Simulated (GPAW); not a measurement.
Computed results, one entry a study.

### YHSe (P-6m2): one start, several treatments of the self-energy

It takes space group P-6m2 (No. 187, hexagonal). The conventional cell has a = 3.841 Å, b = 3.841 Å, c = 3.916 Å, α = 90.00°, β = 90.00°, γ = 120.00°. Y has 3 H at 2.22 Å and 6 Se at 2.96 Å nearest. Nearest to H lie 3 Y at 2.22 Å. Nearest to Se lie 6 H at 2.96 Å and 6 Y at 2.96 Å. Farther neighbours and most contacts between anions are not listed.

* method: DFT, LDA, plane waves, PAW (and 1 further level or step)
* program: GPAW 26.7.0
* settings of one run: cutoff 600 eV, GPAW PAW setups 1.2.1 data release, 3×3×4 k-mesh, nbands 123
* cost: 3 runs, 2 min in all on 4 MPI ranks of Arm Neoverse V2, shared host (the runs of this entry)
* notes: The cell and positions are those that the Materials Project relaxed with its own functionals (PBE, PBE+U or r2SCAN), kept fixed. Limits: no spin-orbit coupling. Bands and cutoff are finite, so the gap is not at the basis limit. The miss can reach some tenths of an eV and take either sign; the mesh is an error of its own. The 3×3×4 mesh is coarse for this cell, which bears on the long-range parts of exchange and screening.
* G0W0, Godby-Needs plasmon pole: 2.452 eV
* G0W0 with rALDA vertex: 2.390 eV
* known limits: not at the basis limit; no spin-orbit coupling; coarse k mesh

G0W0 with rALDA vertex: −0.062 eV against G0W0, Godby-Needs plasmon pole, at other bands or cutoff, so not like for like. With the rALDA kernel as a vertex the gap is 2.36 eV (in the polarisability), 2.58 eV (in the self-energy) and 2.49 eV (in both), against 2.45 eV without.

[Runs of the session that timed out or met a known fault of the program may be left out.]

[Hosts, paths, dates, database ids (printed as entryN), source tags and the programs' standing remarks are cut or masked in the printed files.]
